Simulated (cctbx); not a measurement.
# Gd2CuS2O2 across an absorption edge

Space group I4/mmm (no. 139), a = 4.3080 Å, b = 4.3080 Å, c = 13.2350 Å, α = 90.00°, β = 90.00°, γ = 90.00°.

| atom | mult. | x | y | z | Ueq (Å²) |
| --- | --- | --- | --- | --- | --- |
| Gd1 | 4 | 1/2 | 1/2 | 0.1469 | 0.0044 |
| Cu1 | 2 | 0 | 0 | 0 | 0.0096 |
| S1 | 4 | 1/2 | 0 | 0 | 0.0079 |
| O1 | 4 | 1/2 | 0 | 1/4 | 0.0069 |

This is a model crystal, built by substitution and not relaxed, with assumed displacement parameters.

Calculated with cctbx: free-atom f′ and f″ from the Sasaki tables, no fine structure; amplitudes in electrons.

| E (eV) | F 0 0 2 | F 1 1 4 | F 0 2 2 | F 1 1 0 |
| --- | --- | --- | --- | --- |
| 6643 | 26.1 | 165.3 | 16.7 | 157.8 |
| 6993 | 27.9 | 158.9 | 18.4 | 149.8 |
| 7123 | 29.5 | 153.6 | 20.0 | 143.3 |
| 7183 | 31.3 | 148.2 | 21.7 | 136.8 |
| 7213 | 32.7 | 143.7 | 23.1 | 131.4 |
| 7228 | 34.3 | 138.7 | 24.7 | 125.5 |
| 7235 | 35.8 | 134.2 | 26.1 | 120.1 |
| 7239 | 37.4 | 129.3 | 27.7 | 114.4 |
| 7247 | 38.4 | 132.8 | 29.0 | 119.6 |
| 7251 | 36.7 | 138.1 | 27.3 | 125.6 |
| 7258 | 35.1 | 142.7 | 25.8 | 131.0 |
| 7273 | 33.4 | 147.8 | 24.2 | 136.9 |
| 7303 | 31.8 | 152.5 | 22.6 | 142.4 |
| 7393 | 29.5 | 159.1 | 20.4 | 149.9 |
| 7643 | 27.5 | 163.7 | 18.5 | 154.7 |

**Question.** Which edge is crossed, and why do the reflections move as they do?

The L3 edge of Gd. The edge is at 7243 eV. f′ of Gd falls from -11.9 e at 7123 eV to -19.2 e at 4 eV below it, and f″ steps from 3.64 to 10.59 e across it. Over that approach |F| changes by +27 % (0 0 2), -16 % (1 1 4), +38 % (0 2 2) and -20 % (1 1 0): a reflection falls where Gd scatters in phase with the total and rises where it scatters against it; it hardly moves where the Gd term is small or cancels by symmetry. Above the edge the larger f″ enters the imaginary part, where it can add to or cancel the other atoms' f″. The structure is centrosymmetric, so Friedel mates stay equal.
